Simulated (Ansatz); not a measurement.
# Preparing K3YF6 (P2_1/c) as a host crystal, part 4 of 4

Before any defect goes in: K3YF6 (P2_1/c) at rest, and how it screens a charge.

Ansatz 0.2.0; plane-wave PAW DFT, PBEsol; relaxation of the host's cell and atoms (the session's first sound run).

So far, mean electronic dielectric tensor: step 3 (dielectric tensors of the host) 2.03.

## (7) Defect free supercell relaxed from displaced atoms

This step: plane-wave PAW DFT, PBEsol; relaxation of the defect-free supercell from random displacements, a test of the host's stability (Ansatz 0.2.0).

pristine.rattled/input.yaml reads:

```yaml
crystal:
  lattice:
    - [12.564115584, 6.5432494797, -0.0335804592]
    - [-6.282057792, 6.5432494797, 0.0167902296]
    - [-6.0780591127, 0.0, 8.9746593984]
  atoms:
    - { symbol: K, position: [0.1100154858, 0.9430704095, 0.7578940881] }
    - { symbol: K, position: [0.4433488191, 0.6097370762, 0.7578940881] }
    - { symbol: K, position: [0.7766821525, 0.2764037428, 0.7578940881] }
    - { symbol: K, position: [0.0920417777, 0.4610441175, 0.7421059119] }
    - { symbol: K, position: [0.425375111, 0.1277107842, 0.7421059119] }
    - { symbol: K, position: [0.7587084444, 0.7943774508, 0.7421059119] }
    - { symbol: K, position: [0.2233178475, 0.7235962572, 0.2421059119] }
    - { symbol: K, position: [0.5566511809, 0.3902629238, 0.2421059119] }
    - { symbol: K, position: [0.8899845142, 0.0569295905, 0.2421059119] }
    - { symbol: K, position: [0.2412915556, 0.2056225492, 0.2578940881] }
    - { symbol: K, position: [0.574624889, 0.8722892158, 0.2578940881] }
    - { symbol: K, position: [0.9079582223, 0.5389558825, 0.2578940881] }
    - { symbol: K, position: [0.1666666667, 0.8333333333, 0.5] }
    - { symbol: K, position: [0.5, 0.5, 0.5] }
    - { symbol: K, position: [0.8333333333, 0.1666666667, 0.5] }
    - { symbol: K, position: [0.0, 0.5, 0.0] }
    - { symbol: K, position: [0.3333333333, 0.1666666667, 0.0] }
    - { symbol: K, position: [0.6666666667, 0.8333333333, 0.0] }
    - { symbol: "Y", position: [0.1666666667, 0.3333333333, 0.5] }
    - { symbol: "Y", position: [0.5, 0.0, 0.5] }
    - { symbol: "Y", position: [0.8333333333, 0.6666666667, 0.5] }
    - { symbol: "Y", position: [0.0, 0.0, 0.0] }
    - { symbol: "Y", position: [0.3333333333, 0.6666666667, 0.0] }
    - { symbol: "Y", position: [0.6666666667, 0.3333333333, 0.0] }
    - { symbol: F, position: [0.0559939495, 0.0085676698, 0.2235762441] }
    - { symbol: F, position: [0.3893272828, 0.6752343365, 0.2235762441] }
    - { symbol: F, position: [0.7226606162, 0.3419010031, 0.2235762441] }
    - { symbol: F, position: [0.1537137967, 0.4108478227, 0.2764237559] }
    - { symbol: F, position: [0.4870471301, 0.0775144893, 0.2764237559] }
    - { symbol: F, position: [0.8203804634, 0.744181156, 0.2764237559] }
    - { symbol: F, position: [0.2773393838, 0.6580989969, 0.7764237559] }
    - { symbol: F, position: [0.6106727172, 0.3247656635, 0.7764237559] }
    - { symbol: F, position: [0.9440060505, 0.9914323302, 0.7764237559] }
    - { symbol: F, position: [0.1796195366, 0.255818844, 0.7235762441] }
    - { symbol: F, position: [0.5129528699, 0.9224855107, 0.7235762441] }
    - { symbol: F, position: [0.8462862033, 0.5891521773, 0.7235762441] }
    - { symbol: F, position: [0.0056921917, 0.2610628129, 0.9222615499] }
    - { symbol: F, position: [0.339025525, 0.9277294796, 0.9222615499] }
    - { symbol: F, position: [0.6723588584, 0.5943961462, 0.9222615499] }
    - { symbol: F, position: [0.0054778113, 0.7612771933, 0.5777384501] }
    - { symbol: F, position: [0.3388111447, 0.4279438599, 0.5777384501] }
    - { symbol: F, position: [0.672144478, 0.0946105266, 0.5777384501] }
    - { symbol: F, position: [0.3276411416, 0.4056038538, 0.0777384501] }
    - { symbol: F, position: [0.660974475, 0.0722705204, 0.0777384501] }
    - { symbol: F, position: [0.9943078083, 0.7389371871, 0.0777384501] }
    - { symbol: F, position: [0.327855522, 0.9053894734, 0.4222615499] }
    - { symbol: F, position: [0.6611888553, 0.5720561401, 0.4222615499] }
    - { symbol: F, position: [0.9945221887, 0.2387228067, 0.4222615499] }
    - { symbol: F, position: [0.1168030483, 0.5621733829, 0.4498768442] }
    - { symbol: F, position: [0.4501363817, 0.2288400495, 0.4498768442] }
    - { symbol: F, position: [0.783469715, 0.8955067162, 0.4498768442] }
    - { symbol: F, position: [0.1691812392, 0.009795192, 0.0501231558] }
    - { symbol: F, position: [0.5025145725, 0.6764618587, 0.0501231558] }
    - { symbol: F, position: [0.8358479058, 0.3431285254, 0.0501231558] }
    - { symbol: F, position: [0.216530285, 0.1044932838, 0.5501231558] }
    - { symbol: F, position: [0.5498636183, 0.7711599505, 0.5501231558] }
    - { symbol: F, position: [0.8831969517, 0.4378266171, 0.5501231558] }
    - { symbol: F, position: [0.1641520942, 0.6568714746, 0.9498768442] }
    - { symbol: F, position: [0.4974854275, 0.3235381413, 0.9498768442] }
    - { symbol: F, position: [0.8308187608, 0.990204808, 0.9498768442] }
basis:
  ecutwfc: 420
  xc_grid: 2
hamiltonian:
  xc: pbesol
kpoints:
  mp_grid: { grid: [1, 1, 1], shift: [0.25, 0.25, 0.25] }
scf:
  occupations: { method: fermi_dirac, width: 0.01 }
  max_iter: 80
output:
  forces: true
relax:
  f_tol: 0.01
  max_steps: 120
  random_displacement: { amplitude: 0.08, seed: 9732 }
checkpoint:
  write: "../pristine.rattled.run"
  compress: false
  write_wavefunctions: false
  write_every: 100000
```

On the command line:

```
$ ansatz run input.yaml --threads 4 --pin off --max-ram 7536MiB --backend cpu --events-out ev --progress --plain --runs-dir out
```

Numbers of over 12 decimals in the logs are rounded to 6 here.

The log of the run:

```text
[...]
Crystal: 60 atoms, lattice volume = 1104.709 Å³
Basis set: ecut = 420 eV, 21597 PW (Γ), exchange–correlation on 192×128×150 points (8 copies of the dense FFT grid, shifted against one another)
Bands: 300, of which v1, the nominal top of the filled ones, is band 240 counted from 1 (239 counted from 0)
Symmetry: 1 space group operations
k-points: 1
[...]
SCF iter   1: F=—  HF=-78973.420427 eV  |F-HF|=—  |Δ(HF+E_count)|=         —  Δρ=1.09e-2  dr2=8.21e-1  ethr=1.77e-3  ⟨swp⟩=6.0  Hψ=1136  notcnv=0  defer=18
[...]
SCF iter   6: F=-78973.205933 eV  HF=-78973.205931 eV  |F-HF|=2.49e-6  |Δ(HF+E_count)|=   8.24e-6  Δρ=1.57e-5  dr2=2.10e-6  ethr=5.21e-10  ⟨swp⟩=2.0  Hψ=1006  notcnv=0
SCF 1 converged in 6 iterations: F = -78973.205933 eV  dr2 = 2.10e-6
[...]
relax step   1: F+E_penalty+E_count = -78973.20593310 eV  Δ(F+E_penalty+E_count) = +0.000e0 eV  max|allowed force component| = 1.998e0 eV/Å  Δτ_max = 0.0000 Å  (6 SCF iters, dr2 threshold 2.50e-6 eV, accepted)
[...]
relax step   2: F+E_penalty+E_count = -78973.96138309 eV  Δ(F+E_penalty+E_count) = -7.554e-1 eV  max|allowed force component| = 7.171e-1 eV/Å  Δτ_max = 0.1936 Å  (7 SCF iters, dr2 threshold 1.00e-4 eV, accepted)
relax step   3: F+E_penalty+E_count = -78974.22787189 eV  Δ(F+E_penalty+E_count) = -2.665e-1 eV  max|allowed force component| = 1.721e-2 eV/Å  Δτ_max = 0.1399 Å  (7 SCF iters, dr2 threshold 3.21e-5 eV, accepted)
relax step   4: F+E_penalty+E_count = -78974.22787645 eV  Δ(F+E_penalty+E_count) = -4.556e-6 eV  max|allowed force component| = 1.738e-2 eV/Å  Δτ_max = 0.0000 Å  (4 SCF iters, accepted)
relax step   5: F+E_penalty+E_count = -78974.23067760 eV  Δ(F+E_penalty+E_count) = -2.801e-3 eV  max|allowed force component| = 2.616e-3 eV/Å  Δτ_max = 0.0298 Å  (7 SCF iters, accepted)
SCF iter   1: F=—  HF=-78974.232562 eV  |F-HF|=—  |Δ(HF+E_count)|=         —  Δρ=7.07e-4  dr2=3.33e-3  ethr=7.34e-6  ⟨swp⟩=4.0  Hψ=470  notcnv=0  defer=56
[...]
SCF iter   6: F=-78974.230845 eV  HF=-78974.230845 eV  |F-HF|=4.15e-8  |Δ(HF+E_count)|=   2.54e-7  Δρ=1.70e-6  dr2=3.22e-8  ethr=2.08e-11  ⟨swp⟩=3.0  Hψ=784  notcnv=0
SCF 6 converged in 6 iterations: F = -78974.230845 eV  dr2 = 3.22e-8
relax step   6: F+E_penalty+E_count = -78974.23084481 eV  Δ(F+E_penalty+E_count) = -1.672e-4 eV  max|allowed force component| = 2.846e-3 eV/Å  Δτ_max = 0.0105 Å  (6 SCF iters, accepted)
SCF converged after 6 iterations
Free energy (F): -78974.230845 eV
[...]
Internal energy: -78974.230845 eV  (E = F + TS)
E sigma→0 (E₀):  -78974.230845 eV
Fermi energy:    4.510684 eV
[...]
--- Forces (eV/Å), atoms counted from 1 ---
  atom   1  K     -0.00033468     0.00151838    -0.00065178
  atom   2  K      0.00001060    -0.00048218    -0.00012723
  atom   3  K      0.00073036    -0.00009259    -0.00056510
  atom   4  K      0.00043080     0.00064118     0.00138014
  atom   5  K      0.00056257    -0.00062938     0.00008974
  atom   6  K      0.00034340    -0.00007393    -0.00134050
  atom   7  K     -0.00132141    -0.00050602     0.00039962
  atom   8  K     -0.00019818    -0.00013340    -0.00044876
  atom   9  K     -0.00024277     0.00038909     0.00062713
  atom  10  K      0.00037119    -0.00079217    -0.00032496
  atom  11  K      0.00083531     0.00003843    -0.00026062
  atom  12  K      0.00015459    -0.00071416     0.00131621
  atom  13  K      0.00115772    -0.00066654     0.00099081
  atom  14  K     -0.00039717    -0.00062004     0.00011806
  atom  15  K      0.00011289     0.00057535    -0.00043835
  atom  16  K      0.00015390    -0.00034240     0.00049526
  atom  17  K      0.00036159    -0.00009743    -0.00018908
  atom  18  K     -0.00074226    -0.00035297    -0.00012098
  atom  19  Y      0.00132619     0.00084241     0.00005706
  atom  20  Y      0.00050670     0.00087429    -0.00124313
  atom  21  Y     -0.00032732    -0.00026281    -0.00060896
  atom  22  Y     -0.00031368     0.00139743     0.00215360
  atom  23  Y      0.00144255    -0.00104980    -0.00227229
  atom  24  Y     -0.00251165    -0.00271600    -0.00284642
  atom  25  F      0.00014425    -0.00071718    -0.00047163
  atom  26  F     -0.00125111     0.00039467    -0.00041080
  atom  27  F      0.00127021     0.00025488     0.00154752
  atom  28  F     -0.00013800     0.00047302    -0.00047553
  atom  29  F      0.00039675    -0.00102836     0.00009628
  atom  30  F     -0.00019793     0.00092284    -0.00058445
  atom  31  F      0.00059552     0.00048946    -0.00000375
  atom  32  F     -0.00035582     0.00186448     0.00049000
  atom  33  F      0.00031268    -0.00086986    -0.00065422
  atom  34  F     -0.00022274    -0.00077905     0.00086746
  atom  35  F     -0.00048019    -0.00009924     0.00020849
  atom  36  F      0.00017213     0.00066680     0.00101723
  atom  37  F     -0.00082853    -0.00023352     0.00072378
  atom  38  F     -0.00003489    -0.00000194     0.00101445
  atom  39  F      0.00043533     0.00034629     0.00079348
  atom  40  F     -0.00141654    -0.00044989    -0.00064838
[...]
atom  49  F     -0.00046849    -0.00036747    -0.00054369
  atom  50  F     -0.00095451    -0.00043277     0.00154405
  atom  51  F      0.00052555     0.00042066     0.00034114
  atom  52  F      0.00105223    -0.00095624     0.00088287
  atom  53  F     -0.00059018     0.00120690    -0.00019631
  atom  54  F     -0.00043910    -0.00116921    -0.00120964
  atom  55  F     -0.00101004     0.00004203    -0.00073659
  atom  56  F     -0.00059303     0.00054819     0.00052167
  atom  57  F     -0.00016863     0.00019873     0.00053405
  atom  58  F      0.00028134    -0.00204776     0.00017481
  atom  59  F      0.00064120     0.00211752     0.00060270
  atom  60  F      0.00078446     0.00014346    -0.00044737
  max |Σ_I F_I| component: 3.92e-5 eV/Å
--- Relaxed structure (6 steps of the walk, 6 accepted, 0 SCFs on fresh bases) ---
  F+E_penalty+E_count = -78974.23084481 eV   max|allowed force component| = 2.846e-3 eV/Å
  atoms:
    - { symbol: K, position: [0.109902, 0.943754, 0.757233] }
    - { symbol: K, position: [0.443110, 0.610428, 0.757597] }
    - { symbol: K, position: [0.776744, 0.277154, 0.756808] }
    - { symbol: K, position: [0.091852, 0.461434, 0.740861] }
    - { symbol: K, position: [0.425446, 0.128713, 0.741843] }
    - { symbol: K, position: [0.758641, 0.795163, 0.741653] }
    - { symbol: K, position: [0.223550, 0.724632, 0.240823] }
    - { symbol: K, position: [0.556529, 0.391131, 0.241958] }
    - { symbol: K, position: [0.889943, 0.057847, 0.241347] }
    - { symbol: K, position: [0.241387, 0.206700, 0.257360] }
    - { symbol: K, position: [0.574796, 0.873350, 0.257525] }
    - { symbol: K, position: [0.907949, 0.539584, 0.256875] }
    - { symbol: K, position: [0.166552, 0.834255, 0.499025] }
    - { symbol: K, position: [0.500274, 0.500799, 0.499785] }
    - { symbol: K, position: [0.833185, 0.167448, 0.499089] }
    - { symbol: K, position: [-6.160047118306924e-5, 0.500997, -0.000921] }
    - { symbol: K, position: [0.333360, 0.167456, -0.000566] }
    - { symbol: K, position: [0.666644, 0.834080, -0.000591] }
    - { symbol: Y, position: [0.166718, 0.334143, 0.499290] }
    - { symbol: Y, position: [0.499968, 0.000831, 0.499280] }
    - { symbol: Y, position: [0.833383, 0.667473, 0.499311] }
    - { symbol: Y, position: [-3.570890052222975e-5, 0.000961, -0.000731] }
    - { symbol: Y, position: [0.333312, 0.667470, -0.000642] }
    - { symbol: Y, position: [0.666660, 0.334154, -0.000633] }
    - { symbol: F, position: [0.056026, 0.009803, 0.222779] }
    - { symbol: F, position: [0.389917, 0.675701, 0.223205] }
    - { symbol: F, position: [0.722234, 0.343004, 0.222722] }
    - { symbol: F, position: [0.153566, 0.411979, 0.275604] }
    - { symbol: F, position: [0.487103, 0.078491, 0.275706] }
    - { symbol: F, position: [0.820615, 0.744837, 0.275844] }
    - { symbol: F, position: [0.276784, 0.659029, 0.775598] }
    - { symbol: F, position: [0.611054, 0.325139, 0.776012] }
    - { symbol: F, position: [0.943859, 0.992383, 0.775662] }
    - { symbol: F, position: [0.179867, 0.256284, 0.722989] }
    - { symbol: F, position: [0.512817, 0.923343, 0.722782] }
    - { symbol: F, position: [0.846053, 0.590033, 0.722755] }
    - { symbol: F, position: [0.005451, 0.262047, 0.921166] }
    - { symbol: F, position: [0.339227, 0.928548, 0.921756] }
    - { symbol: F, position: [0.671811, 0.595184, 0.921074] }
    - { symbol: F, position: [0.005689, 0.761350, 0.577685] }
    - { symbol: F, position: [0.338821, 0.429050, 0.576989] }
    - { symbol: F, position: [0.672197, 0.095167, 0.577178] }
    - { symbol: F, position: [0.327264, 0.406360, 0.076769] }
    - { symbol: F, position: [0.661338, 0.073101, 0.077504] }
    - { symbol: F, position: [0.994375, 0.739895, 0.077138] }
    - { symbol: F, position: [0.327784, 0.906431, 0.421145] }
    - { symbol: F, position: [0.661108, 0.573484, 0.421263] }
    - { symbol: F, position: [0.994635, 0.239156, 0.421864] }
    - { symbol: F, position: [0.116604, 0.562573, 0.449757] }
    - { symbol: F, position: [0.450507, 0.230187, 0.448635] }
    - { symbol: F, position: [0.783811, 0.896615, 0.448899] }
    - { symbol: F, position: [0.169108, 0.010959, 0.049253] }
    - { symbol: F, position: [0.502232, 0.676646, 0.048614] }
    - { symbol: F, position: [0.836153, 0.344789, 0.050405] }
    - { symbol: F, position: [0.216793, 0.105545, 0.549103] }
    - { symbol: F, position: [0.549940, 0.772203, 0.549116] }
    - { symbol: F, position: [0.882771, 0.438203, 0.549631] }
    - { symbol: F, position: [0.164502, 0.658514, 0.950392] }
    - { symbol: F, position: [0.497172, 0.323532, 0.948299] }
    - { symbol: F, position: [0.830783, 0.991027, 0.949307] }
```

Elapsed: 35 s, on 4 threads of Intel Xeon 6975P-C (Granite Rapids), shared host; peak memory 2 GiB.

The steps of the relaxation:

| step | energy less that of the first step (eV) | largest force component (eV/Å) |
| --- | --- | --- |
| 1 | 0.0000 | 1.9976 |
| 2 | -0.7554 | 0.7171 |
| 3 | -1.0219 | 0.0172 |
| 4 | -1.0219 | 0.0174 |
| 5 | -1.0247 | 0.0026 |
| 6 | -1.0249 | 0.0028 |

The atoms that moved most (Å, from the sites as typed, ahead of the random displacement, the mean shift of all atoms taken out):

| atom | dx | dy | dz | length |
| --- | --- | --- | --- | --- |
| F58 | -0.008 | 0.008 | 0.011 | 0.015 |
| F54 | -0.007 | 0.007 | 0.009 | 0.014 |
| F59 | 0.007 | -0.008 | -0.008 | 0.013 |
| F53 | 0.006 | -0.006 | -0.007 | 0.011 |
| F50 | 0.005 | 0.006 | -0.005 | 0.009 |
| F26 | 0.008 | 0.001 | 0.003 | 0.008 |
| K7 | 0.005 | 0.003 | -0.005 | 0.008 |
| F40 | 0.004 | -0.004 | 0.006 | 0.008 |

The relaxation ends 17 meV an atom lower than the displaced start, with a largest force component of 0.0028 eV/Å.

## (8) Outcome

| Item | Value |
| --- | --- |
| primitive cell vectors, lengths | 6.282, 6.543, 10.839 Å |
| electronic dielectric constant | principal values (2.02, 2.03, 2.04) |
| static dielectric constant | principal values (7.00, 8.32, 23.12) |
| gap on the k-mesh of the response run (PBEsol) | 6.63 eV |
| supercell relaxed in its symmetry less the displaced and relaxed one | 0.000 eV |
| energy an atom at one point at (¼, ¼, ¼) less that on the dense mesh | 0.000 eV |

Step 7: The energy fell by 1.025 eV from the randomly displaced start; against the sites as typed, F58 ends farthest off, by 0.02 Å, once the mean shift is taken out. The displaced cell ends within 0.01 eV of the symmetric one relaxed in its symmetry, so no lower structure shows in this supercell. The k-mesh can miss the band edges, so this gap is an upper bound at this level. All at zero temperature.

[Logs are printed without paths, hosts, clocks, repeated set-up lines and the standing remarks that a program may print on its own settings, such as how far it seeks lower states.]

[Hosts, paths, dates, database ids (printed as entryN), source tags and the programs' standing remarks are cut or masked in the printed files.]

[Runs of the host that timed out are not shown.]

[For some hosts the program warned that the k-mesh of the response run may be too coarse for force constants and the static dielectric constant; such warnings are not always shown.]
